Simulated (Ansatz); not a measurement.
The compound is Cs2ThCl6 (P-3m1).

It takes space group P-3m1 (No. 164, trigonal). The conventional cell has a = 7.614 Å, b = 7.614 Å, c = 6.038 Å, α = 90.00°, β = 90.00°, γ = 120.00°. Nearest to Cs lie 12 Cl at 3.62 to 3.81 Å. Nearest to Th lie 6 Cl at 2.81 Å. Nearest to Cl lie 1 Th at 2.81 Å and 4 Cs at 3.62 to 3.81 Å. Farther neighbours and most contacts between anions are not listed.

```cif
data_structure
_symmetry_space_group_name_H-M 'P 1'
_symmetry_Int_Tables_number 1
_cell_length_a 7.6140
_cell_length_b 7.6140
_cell_length_c 6.0380
_cell_angle_alpha 90.000
_cell_angle_beta 90.000
_cell_angle_gamma 120.000
_cell_volume 303.14
loop_
_atom_site_label
_atom_site_type_symbol
_atom_site_fract_x
_atom_site_fract_y
_atom_site_fract_z
_atom_site_occupancy
Cs1 Cs 0.33333 0.66667 0.75000 1
Cs2 Cs 0.66667 0.33333 0.25000 1
Th3 Th 0.00000 0.00000 0.00000 1
Cl4 Cl 0.17800 0.82200 0.25600 1
Cl5 Cl 0.17800 0.35600 0.25600 1
Cl6 Cl 0.64400 0.82200 0.25600 1
Cl7 Cl 0.82200 0.17800 0.74400 1
Cl8 Cl 0.35600 0.17800 0.74400 1
Cl9 Cl 0.82200 0.64400 0.74400 1
```

The cell and positions come from the Crystallography Open Database and are kept as given unless a step says otherwise. The program's search for lower electronic states was switched off, so nothing shows that the state found is the lowest. Spin-orbit coupling is left out unless a run names it. PAW set soft_2, made with PBE.

A constrained-RPA run (Ansatz 0.2.0; non-magnetic LDA; Th f + anion p, bands v18 to c7, 3×3×2 mesh, medium accuracy) builds 25 functions on bands 6.6 eV wide, with 36.0 electrons in the window. The bare on-site interaction is 15.7 eV and the bare J 0.44 eV.

Question: What U and J survive the screening?

On the Th f shell, U = 6.81 eV (44 % of the bare value), U′ = 6.11 eV, J = 0.33 eV.

The parent state is non-magnetic and the interaction static (zero frequency); U depends on the window and the orbitals, so it belongs to this model alone. Spin-orbit coupling, which is strong for atoms this heavy, is left out. A window that holds the anion p bands defines a model with explicit ligands; its U belongs to that model and is not the U of DFT+U. Coarse meshes can leave U off its limit, most where the target bands are metallic.

[Paths, hosts, dates, memory and timing lines, banners, echoed tables and standing remarks are left out of the program output.]

[Logs are printed without paths, hosts, clocks, repeated set-up lines and the standing remarks that a program may print on its own settings, such as how far it seeks lower states.]

[Runs of the session that timed out or met a known fault of the program may be left out.]

[Hosts, paths, dates, database ids (printed as entryN), source tags and the programs' standing remarks are cut or masked in the printed files.]
